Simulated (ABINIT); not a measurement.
# RbCaH3 (Pm-3m): from the cell to the phonon bands, part 3 of 4

Wanted: phonon bands, density of states and zone-centre response of RbCaH3 (Pm-3m).

ABINIT 10.8.3; DFT LDA, scalar-relativistic, plane waves, PseudoDojo stringent norm-conserving pseudopotentials.

So far. Step 8 (Linear response at Γ): The acoustic modes at Γ come out as far as 0.5 cm⁻¹ from zero, where they should vanish, a small numerical error; the Born charges miss their sum rule by 0.0083 e, which is good. Step 9 (Zone-centre analysis): The rule moves no optical mode by more than 0.1 cm⁻¹. The relaxed cell has a = 4.397 Å (conventional setting).

The structure was built from a prototype and need not be the compound's stable phase.

## Step 10: Sum rules set otherwise (asr 0)

Without the rule the raw error of the acoustic modes shows.

The input, anaddb.abi:

```
ddb_filepath "gamma_DDB"
output_file "anaddb.abo"
outdata_prefix "anaddb"
asr 0
chneut 0
enunit 2
eivec 1
nph1l 1
qph1l 0.0 0.0 0.0 1.0
dieflag 1
nph2l 3
qph2l 
    1.0 0.0 0.0 0.0
    0.0 0.0 1.0 0.0
    1.0 1.0 1.0 0.0
```

The input, mrgddb.in:

```
gamma_DDB
merged
2
dfpt_gammao_DS2_DDB
gso_DDB
```

The run is started by

```
mrgddb < mrgddb.in > mrgddb.log
OMP_NUM_THREADS=1 anaddb anaddb.abi > anaddb.log
```

Numbers of over 12 decimals in the logs are rounded to 6 here.

anaddb.abo, the main output file:

```text
[banners, grids, parts of the stress and lines that vanish by symmetry left out]
-outvars_anaddb: echo values of input variables ----------------------

 Flags :
[...]
Dielectric Tensor and Effective Charges
[...]
Effective charge tensors after
[...]
Phonon wavevector (reduced coordinates) :  0.00000  0.00000  0.00000
 Phonon energies in Hartree :
[...]
Phonon energies in meV     :
- -6.433909E-02 -6.433906E-02 -6.433898E-02  1.342255E+01  1.342255E+01
-  1.342255E+01  4.312052E+01  4.312052E+01  4.312052E+01  5.014952E+01
-  5.014952E+01  5.014952E+01  1.495678E+02  1.495678E+02  1.495678E+02
 Phonon frequencies in cm-1    :
- -5.189297E-01 -5.189295E-01 -5.189289E-01  1.082602E+02  1.082602E+02
-  1.082602E+02  3.477905E+02  3.477905E+02  3.477905E+02  4.044832E+02
-  4.044832E+02  4.044832E+02  1.206346E+03  1.206346E+03  1.206346E+03
 Phonon frequencies in Thz     :
- -1.555712E-02 -1.555712E-02 -1.555710E-02  3.245558E+00  3.245558E+00
-  3.245558E+00  1.042650E+01  1.042650E+01  1.042650E+01  1.212610E+01
-  1.212610E+01  1.212610E+01  3.616534E+01  3.616534E+01  3.616534E+01
 Phonon energies in Kelvin  :
- -7.466241E-01 -7.466238E-01 -7.466229E-01  1.557622E+02  1.557622E+02
-  1.557622E+02  5.003929E+02  5.003929E+02  5.003929E+02  5.819611E+02
-  5.819611E+02  5.819611E+02  1.735663E+03  1.735663E+03  1.735663E+03
[...]
-  1  0.00000000E+00  0.00000000E+00  2.06556625E-03
-     0.00000000E+00  0.00000000E+00  0.00000000E+00
-  2  0.00000000E+00  0.00000000E+00  2.06573193E-03
-     0.00000000E+00  0.00000000E+00  0.00000000E+00
-  3  0.00000000E+00  0.00000000E+00  2.06572268E-03
-     0.00000000E+00  0.00000000E+00  0.00000000E+00
-  4  0.00000000E+00  0.00000000E+00  2.06572477E-03
-     0.00000000E+00  0.00000000E+00  0.00000000E+00
-  5  0.00000000E+00  0.00000000E+00  2.06572477E-03
-     0.00000000E+00  0.00000000E+00  0.00000000E+00
[...]
-  1  0.00000000E+00 -2.06556625E-03  0.00000000E+00
-     0.00000000E+00  0.00000000E+00  0.00000000E+00
-  2  0.00000000E+00 -2.06573193E-03  0.00000000E+00
-     0.00000000E+00  0.00000000E+00  0.00000000E+00
-  3  0.00000000E+00 -2.06572477E-03  0.00000000E+00
-     0.00000000E+00  0.00000000E+00  0.00000000E+00
-  4  0.00000000E+00 -2.06572268E-03  0.00000000E+00
-     0.00000000E+00  0.00000000E+00  0.00000000E+00
-  5  0.00000000E+00 -2.06572477E-03  0.00000000E+00
-     0.00000000E+00  0.00000000E+00  0.00000000E+00
[...]
-  1  2.06556625E-03  0.00000000E+00  0.00000000E+00
-     0.00000000E+00  0.00000000E+00  0.00000000E+00
-  2  2.06573193E-03  0.00000000E+00  0.00000000E+00
-     0.00000000E+00  0.00000000E+00  0.00000000E+00
-  3  2.06572477E-03  0.00000000E+00  0.00000000E+00
-     0.00000000E+00  0.00000000E+00  0.00000000E+00
-  4  2.06572477E-03  0.00000000E+00  0.00000000E+00
-     0.00000000E+00  0.00000000E+00  0.00000000E+00
[...]
-  5 -2.30656606E-02  0.00000000E+00  0.00000000E+00
-     0.00000000E+00  0.00000000E+00  0.00000000E+00
[...]
-     1         -0.000000    -0.000000    -0.003744     0.003744
-     2         -0.000000     0.003744    -0.000000     0.003744
[...]
-   1     Real    0.0000E+00  0.0000E+00  2.9900E-10  0.0000E+00  0.0000E+00  0.0000E+00  2.9900E-10
[...]
-   2     Real    0.0000E+00  2.9900E-10  0.0000E+00  0.0000E+00  0.0000E+00  0.0000E+00  2.9900E-10
[...]
-   3     Real    2.9900E-10  0.0000E+00  0.0000E+00  0.0000E+00  0.0000E+00  0.0000E+00  2.9900E-10
[...]
-   4     Real    0.0000E+00  2.1967E-14  2.3478E-05  0.0000E+00  1.3714E-10 -7.1815E-10  2.3478E-05
[...]
-   5     Real    0.0000E+00  2.3478E-05  2.1967E-14 -1.3533E-10  0.0000E+00  7.1815E-10  2.3478E-05
[...]
-   6     Real    2.3478E-05  0.0000E+00  0.0000E+00  1.3534E-10 -1.3714E-10  0.0000E+00  2.3478E-05
[...]
-   7     Real    0.0000E+00  0.0000E+00  0.0000E+00  0.0000E+00  0.0000E+00  0.0000E+00  0.0000E+00
[...]
-   8     Real    0.0000E+00  0.0000E+00  0.0000E+00  0.0000E+00  0.0000E+00  0.0000E+00  0.0000E+00
[...]
-   9     Real    0.0000E+00  0.0000E+00  0.0000E+00  0.0000E+00  0.0000E+00  0.0000E+00  0.0000E+00
[...]
-  10     Real    0.0000E+00  8.2581E-13  9.3886E-04 -5.5339E-14 -1.8659E-09  2.7845E-08  9.3886E-04
[...]
-  11     Real    5.0138E-13  9.3886E-04  8.2581E-13  2.1696E-08 -6.4346E-13 -2.7845E-08  9.3886E-04
[...]
-  12     Real    9.3886E-04  5.0138E-13  0.0000E+00 -2.1696E-08  1.8666E-09 -4.3134E-14  9.3886E-04
[...]
-  13     Real    0.0000E+00  0.0000E+00  5.6269E-04  0.0000E+00  0.0000E+00  0.0000E+00  5.6269E-04
[...]
-  14     Real    4.0825E-12  5.6269E-04  0.0000E+00 -4.7929E-08  0.0000E+00  0.0000E+00  5.6269E-04
[...]
-  15     Real    5.6269E-04  4.0825E-12  0.0000E+00  4.7929E-08  0.0000E+00  0.0000E+00  5.6269E-04
[...]
Phonon at Gamma, with non-analyticity in the
[...]
Phonon energies in Hartree :
[...]
Phonon energies in meV     :
[...]
Phonon frequencies in cm-1    :
[...]
Phonon frequencies in Thz     :
[...]
Phonon energies in Kelvin  :
[...]
-  1.707003E+02  5.003929E+02  5.003929E+02  5.003929E+02  5.819611E+02
-  5.819611E+02  9.236680E+02  1.735663E+03  1.735663E+03  1.857616E+03
[...]
-  1  0.00000000E+00  0.00000000E+00 -2.06556625E-03
-     0.00000000E+00  0.00000000E+00  0.00000000E+00
-  2  0.00000000E+00  0.00000000E+00 -2.06573193E-03
-     0.00000000E+00  0.00000000E+00  0.00000000E+00
-  3  0.00000000E+00  0.00000000E+00 -2.06572268E-03
-     0.00000000E+00  0.00000000E+00  0.00000000E+00
-  4  0.00000000E+00  0.00000000E+00 -2.06572477E-03
-     0.00000000E+00  0.00000000E+00  0.00000000E+00
-  5  0.00000000E+00  0.00000000E+00 -2.06572477E-03
-     0.00000000E+00  0.00000000E+00  0.00000000E+00
[...]
Phonon at Gamma, with non-analyticity in the
[...]
Phonon energies in Hartree :
[...]
Phonon energies in meV     :
- -6.433906E-02 -6.433898E-02 -6.113278E-02  1.342255E+01  1.342255E+01
-  1.470981E+01  4.312052E+01  4.312052E+01  4.312052E+01  5.014952E+01
-  5.014952E+01  7.959555E+01  1.495678E+02  1.495678E+02  1.600769E+02
 Phonon frequencies in cm-1    :
- -5.189295E-01 -5.189289E-01 -4.930692E-01  1.082602E+02  1.082602E+02
[...]
Phonon frequencies in Thz     :
[...]
Phonon energies in Kelvin  :
[...]
Phonon at Gamma, with non-analyticity in the
[...]
Phonon energies in Hartree :
[...]
Phonon energies in meV     :
[...]
Phonon frequencies in cm-1    :
[...]
Phonon frequencies in Thz     :
[...]
Phonon energies in Kelvin  :
[...]
-  1.707003E+02  5.003929E+02  5.003929E+02  5.003929E+02  5.819611E+02
-  5.819611E+02  9.236680E+02  1.735663E+03  1.735663E+03  1.857616E+03
[...]
-  4  8.48109721E-04  1.28780472E-02 -2.52575580E-04
-     0.00000000E+00  0.00000000E+00  0.00000000E+00
-  5 -1.83398335E-02 -5.95534141E-04 -2.52575580E-04
-     0.00000000E+00  0.00000000E+00  0.00000000E+00
[...]
Direction                     Dielectric constant
[...]
0.00000   0.00000   1.00000     12.05335807
   1.00000   1.00000   1.00000     12.05335807
-
```

The job ended after 0.51 s (1 thread of Arm Neoverse V1, shared host).

Numbers from this step:

* mean static dielectric constant: 12.05

Zone-centre frequencies as printed; negative means imaginary. Modes:

```tsv
mode	frequency (cm⁻¹)
1	-0.52
2	-0.52
3	-0.52
4	108.3
5	108.3
6	108.3
7	347.8
8	347.8
9	347.8
10	404.5
11	404.5
12	404.5
13	1206
14	1206
15	1206
```

## Step 11: Linear response on the mesh

Linear response treats each wavevector in the unit cell, with no supercell; the 2×2×2 mesh fixes the range of the force constants to be had.

The input, dfpt_q.abi:

```
ndtset 3

# wavevectors
qpt1 0.5 0.0 0.0
qpt2 0.5 0.5 0.0
qpt3 0.5 0.5 0.5

# displacements
getwfk_filepath "gso_WFK"
getwfq_filepath "gso_WFK"
kptopt 3
nqpt 1
rfphon 1
rfatpol 1 5
rfdir 1 1 1
tolvrs 1.0d-10
prtwf 0

# basis, mesh and filling
ecut 31.0
ngkpt 4 4 4
nshiftk 1
shiftk 0.0 0.0 0.0
istwfk *1
occopt 1
nband 11
nstep 100
diemac 9.0
prtebands 0
prtgsr 0
useylm 1

# cell and atoms
acell 8.309545539 8.309545539 8.309545539
rprim 
    1.0 0.0 0.0
    0.0 1.0 0.0
    0.0 0.0 1.0
ntypat 3
znucl 37 20 1
natom 5
typat 1 2 3 3 3
xred 
    0.0 0.0 0.0
    0.5 0.5 0.5
    0.5 0.5 0.0
    0.5 0.0 0.5
    0.0 0.5 0.5
pp_dirpath "./pseudo"
pseudos "Rb.upf, Ca.upf, H.upf"
```

The run is started by

```
OMP_NUM_THREADS=1 mpirun -n 4 abinit dfpt_q.abi > dfpt_q.log
```

dfpt_q.abo, the main output file:

```text
[banners, grids, parts of the stress and lines that vanish by symmetry left out]
- input  file    -> dfpt_q.abi
- output file    -> dfpt_q.abo
- root for input  files -> dfpt_qi
[...]
DATASET    1 : space group Pm -3 m (#221); Bravais cP (primitive cubic)
[...]
nfft =       91125          nkpt =          64
[...]
DATASET    2 : space group Pm -3 m (#221); Bravais cP (primitive cubic)
[...]
nfft =       91125          nkpt =          64
[...]
DATASET    3 : space group Pm -3 m (#221); Bravais cP (primitive cubic)
[...]
nfft =       91125          nkpt =          64
[...]
== DATASET  1 ==================================================================
[...]
cutoff_energies: {ecut:  31.0, pawecutdg:  -1.0, }
[...]
Perturbation : displacement of atom   1   along direction   1
[...]
-ETOT  1   2.407591     -1.461E+03 5.280E+00 1.567E+03
 ETOT  2   1.778572     -6.290E-01 5.218E-03 4.905E+01
 ETOT  3   1.756047     -2.253E-02 1.138E-04 4.472E+01
 ETOT  4   1.754056     -1.991E-03 3.691E-05 5.093E+00
 ETOT  5   1.753613     -4.430E-04 4.464E-06 2.980E-01
[...]
At SCF step   13       vres2   =  4.52E-11 < tolvrs=  1.00E-10 =>converged.
[...]
Perturbation : displacement of atom   1   along direction   2
[...]
-ETOT  1   1.445793     -1.320E+03 5.307E+00 2.856E+01
[...]
At SCF step   11       vres2   =  3.57E-11 < tolvrs=  1.00E-10 =>converged.
[...]
Perturbation : displacement of atom   2   along direction   1
[...]
-ETOT  1   10.303883976254     -3.284E+03 1.359E+01 7.440E+03
[...]
At SCF step   14       vres2   =  5.44E-11 < tolvrs=  1.00E-10 =>converged.
[...]
Perturbation : displacement of atom   2   along direction   2
[...]
-ETOT  1   8.686309     -3.111E+03 1.342E+01 3.313E+02
[...]
At SCF step   11       vres2   =  7.87E-11 < tolvrs=  1.00E-10 =>converged.
[...]
Perturbation : displacement of atom   3   along direction   1
[...]
-ETOT  1   2.300473     -6.931E+01 5.623E-01 2.288E+04
[...]
Perturbation : displacement of atom   3   along direction   2
[...]
-ETOT  1  0.965748     -6.889E+01 5.843E-01 1.667E+03
[...]
Perturbation : displacement of atom   3   along direction   3
[...]
-ETOT  1   4.539276     -7.009E+01 3.916E-01 2.241E+03
[...]
Perturbation : displacement of atom   5   along direction   1
[...]
-ETOT  1   6.513197     -6.987E+01 2.352E-01 2.722E+04
[...]
Perturbation : displacement of atom   5   along direction   2
[...]
-ETOT  1  0.978231     -6.888E+01 4.841E-01 1.594E+03
[...]
Phonon wavevector (reduced coordinates) :  0.50000  0.00000  0.00000
 Phonon energies in Hartree :
[...]
Phonon frequencies in cm-1    :
-  6.182514E+01  6.182514E+01  8.684601E+01  1.069416E+02  1.069416E+02
-  1.939132E+02  4.047601E+02  4.047601E+02  4.215623E+02  4.283284E+02
-  4.283284E+02  6.690903E+02  1.205668E+03  1.205668E+03  1.313891E+03
[...]
== DATASET  2 ==================================================================
[...]
cutoff_energies: {ecut:  31.0, pawecutdg:  -1.0, }
[...]
Perturbation : displacement of atom   1   along direction   1
[...]
-ETOT  1   1.957154     -1.393E+03 5.285E+00 1.827E+02
[...]
Perturbation : displacement of atom   1   along direction   3
[...]
-ETOT  1   1.366942     -1.315E+03 5.313E+00 2.879E+01
[...]
Perturbation : displacement of atom   2   along direction   1
[...]
-ETOT  1   9.362833     -3.201E+03 1.358E+01 2.574E+02
[...]
Perturbation : displacement of atom   2   along direction   3
[...]
-ETOT  1   8.469522     -3.105E+03 1.342E+01 2.428E+02
[...]
Perturbation : displacement of atom   3   along direction   1
[...]
-ETOT  1   1.498957     -6.926E+01 1.220E+00 7.086E+03
[...]
Perturbation : displacement of atom   3   along direction   3
[...]
-ETOT  1   4.512574     -7.006E+01 3.253E-01 2.002E+03
[...]
Perturbation : displacement of atom   4   along direction   1
[...]
-ETOT  1   1.561143     -6.920E+01 2.733E-01 7.043E+03
[...]
Perturbation : displacement of atom   4   along direction   2
[...]
-ETOT  1   5.879391     -6.966E+01 2.208E-01 1.132E+04
[...]
Perturbation : displacement of atom   4   along direction   3
[...]
-ETOT  1   1.000813     -6.880E+01 2.122E-01 1.419E+03
[...]
Phonon wavevector (reduced coordinates) :  0.50000  0.50000  0.00000
 Phonon energies in Hartree :
[...]
Phonon frequencies in cm-1    :
-  5.995578E+01  6.433218E+01  6.433218E+01  1.260087E+02  1.962565E+02
-  2.030171E+02  2.030171E+02  4.513241E+02  4.513241E+02  4.626403E+02
-  4.626403E+02  6.741815E+02  1.204696E+03  1.222488E+03  1.347370E+03
[...]
== DATASET  3 ==================================================================
[...]
cutoff_energies: {ecut:  31.0, pawecutdg:  -1.0, }
[...]
Perturbation : displacement of atom   1   along direction   1
[...]
-ETOT  1   1.778863     -1.367E+03 5.291E+00 3.096E+02
[...]
Perturbation : displacement of atom   2   along direction   1
[...]
-ETOT  1   9.286424     -3.169E+03 1.357E+01 1.986E+02
[...]
Perturbation : displacement of atom   3   along direction   1
[...]
-ETOT  1   1.239703     -6.920E+01 4.310E-01 3.725E+03
[...]
At SCF step   11       vres2   =  2.56E-12 < tolvrs=  1.00E-10 =>converged.
[...]
Perturbation : displacement of atom   3   along direction   3
[...]
-ETOT  1   5.619488     -6.960E+01 3.168E-01 7.501E+03
[...]
ETOT 13   4.260814     -2.416E-13 2.455E-14 2.348E-10
 ETOT 14   4.260814      1.435E-12 7.544E-16 6.343E-12
 At SCF step   14       vres2   =  6.34E-12 < tolvrs=  1.00E-10 =>converged.
[...]
Phonon wavevector (reduced coordinates) :  0.50000  0.50000  0.50000
 Phonon energies in Hartree :
[...]
Phonon frequencies in cm-1    :
-  6.863230E+01  6.863230E+01  6.863230E+01  1.469635E+02  1.469635E+02
-  1.469635E+02  2.214555E+02  2.214555E+02  2.214555E+02  6.025878E+02
-  6.025878E+02  6.025878E+02  1.222446E+03  1.222446E+03  1.365470E+03
[...]
strten2     0.0000000000E+00  0.0000000000E+00  0.0000000000E+00
           strten3     0.0000000000E+00  0.0000000000E+00  0.0000000000E+00
================================================================================
```

Elapsed: 9.1 min, on 4 MPI ranks.

Read from the output:

```
lowest mode on the q mesh (acoustic ones at the zone centre apart) : 59.96 cm⁻¹
```

Frequencies (cm⁻¹) before the sum rule at the irreducible wavevectors but Γ, which is solved apart; negative means imaginary. Frequencies by wavevector:

```tsv
q (fractions)	star	mode 1	mode 2	mode 3	mode 4	mode 13	mode 14	mode 15
0.5 0 0	3	61.83	61.83	86.85	106.9	1206	1206	1314
0.5 0.5 0	3	59.96	64.33	64.33	126	1205	1222	1347
0.5 0.5 0.5	1	68.63	68.63	68.63	147	1222	1222	1365
```

[end of part 3 of 4]

[Host names and launcher messages were left out of these logs when they were recorded.]

[Logs are printed without paths, hosts, clocks, repeated set-up lines and the standing remarks that a program may print on its own settings, such as how far it seeks lower states.]

[Hosts, paths, dates, database ids (printed as entryN), source tags and the programs' standing remarks are cut or masked in the printed files.]
